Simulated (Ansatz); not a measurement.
# Series on aqueous Rb+ and HSO4-, by salt concentration

How do pressure, forces, levels, charges and cost change as salt is added?

Computed with Ansatz 0.2.0: Kohn-Sham DFT, PBEsol, PAW (set soft_2). Every run is a single point, with the atoms held where the recipe put them (cutoff of the plane-wave runs 420 eV, fixed occupations).

First member: 59 H2O, 1 Rb+, 1 HSO4- placed at random, at 1.12 g/cm³; overlaps pushed apart, then 10 ps at 420 K with Joung-Cheatham ions (J. Phys. Chem. B 112, 9020 (2008)); MMFF94 bonds, angles, torsions, charges and radii (Halgren, J. Comput. Chem. 17, 490 (1996)) in harmonic and 12-6 forms; SPC/E water (Berendsen, Grigera and Straatsma, J. Phys. Chem. 91, 6269 (1987)). Snapshot after 20 ps at 360 K and fixed volume.

Last member: 49 H2O, 5 Rb+, 5 HSO4- placed at random, at 1.58 g/cm³; overlaps pushed apart, then 10 ps at 420 K with Joung-Cheatham ions (J. Phys. Chem. B 112, 9020 (2008)); MMFF94 bonds, angles, torsions, charges and radii (Halgren, J. Comput. Chem. 17, 490 (1996)) in harmonic and 12-6 forms; SPC/E water (Berendsen, Grigera and Straatsma, J. Phys. Chem. 91, 6269 (1987)). Snapshot after 20 ps at 360 K and fixed volume.

The members:

```
salt concentration (mol/kg)  reduced formula  atoms  valence electrons  k-mesh        basis  density (g/cm³)
                       0.94       RbH119SO63    184                512   1×1×1  plane waves             1.12
                       1.98        RbH57SO32    182                528   1×1×1  plane waves             1.24
                       4.27        RbH27SO17    184                576   1×1×1  plane waves             1.46
                       5.66     Rb5H103S5O69    182                592   1×1×1  plane waves             1.58
```

Each cell is one sample from a classical run, so sample-to-sample scatter enters every column; pressures lack the kinetic term, and hold the strain of bonds inside molecules, whose lengths the classical model set.

The input of the first member, without its atom lines; other members have their own cell and atoms, and may differ in mesh, basis and outputs:

```yaml
crystal:
  lattice:
    - [12.28287, 0.0, 0.0]
    - [0.0, 12.28287, 0.0]
    - [0.0, 0.0, 12.28287]
  atoms:
    [... 184 lines ...]
kpoints:
  mp_grid: { grid: [1, 1, 1] }
hamiltonian:
  xc: pbesol
scf:
  occupations: { method: fixed }
output:
  forces: true
  stress: true
  populations: true
  dos:
    method: { smearing: { sigma: 0.08 } }
    de: 0.1
    projected: { site_lists: { H: [H], O: [O], Rb: [Rb], S: [S] } }
  eigenvalues: true
  write_density: true
  write_potential: true
  volumetric_format: npy
```

Q: What do these runs give, and what do they cost?

Results; charges are mean Löwdin charges in e:

```
salt concentration (mol/kg)  pressure (GPa)  r.m.s. force (eV/Å)  gap (eV)  q(Rb)   q(S)   q(O)
                       0.94           -2.26                0.517                3.90  +0.87  +2.50  -0.70
                       1.98           -1.30                0.577                3.82  +0.85  +2.48  -0.70
                       4.27          -0.410                0.670                4.10  +0.85  +2.50  -0.71
                       5.66          -0.155                0.746                3.61  +0.84  +2.49  -0.71
```

The gap is that between the highest filled and lowest empty Kohn-Sham level on the run's k-points, and semilocal functionals tend to put gaps under measured ones. The projection misses up to 0.041 e an atom, so the charges add up to more than the cell's charge. Each mean runs over all atoms of an element, whatever their surroundings.

Cost on 8 threads of Arm Neoverse V1, shared host:

```
salt concentration (mol/kg)  atoms        basis  k-mesh  SCF cycles  time  host memory (GiB)
                       0.94    184  plane waves   1×1×1          10  24 s                2.6
                       1.98    182  plane waves   1×1×1          10  24 s                2.6
                       4.27    184  plane waves   1×1×1          10  27 s                2.8
                       5.66    182  plane waves   1×1×1          10  27 s                2.8
```

Times include the outputs that each run asked for, on hosts shared with other jobs.

What the series shows: The gap is lowest at 5.66 mol/kg (3.61 eV) and highest at 4.27 mol/kg (4.1 eV), with no steady trend; in single samples it varies with the configuration. The pressure goes steadily from -2.3 GPa at 0.94 to -0.15 GPa at 5.66 mol/kg; the recipes set unlike densities, and the bond lengths of the classical model enter the pressure too. The r.m.s. force goes steadily from 0.52 eV/Å at 0.94 to 0.75 eV/Å at 5.66 mol/kg.

**Limits.** The network of contacts between molecules at the start is that of the classical potential that made the cell, and needn't be the one that DFT or experiment would give. For 3 of the 4 members: the concentration wasn't checked against solubility and may exceed it. The functional has no dispersion term, which matters between molecules.

[Logs are printed without paths, hosts, clocks, repeated set-up lines and the standing remarks that a program may print on its own settings, such as how far it seeks lower states.]

[Hosts, paths, dates, database ids (printed as entryN), source tags and the programs' standing remarks are cut or masked in the printed files.]

[The MMFF94 radii named for the starting cell were scaled by 0.96; in molecules described by MMFF94, hydrogen bound to N, O or S took a small fixed 12-6 site in their place.]
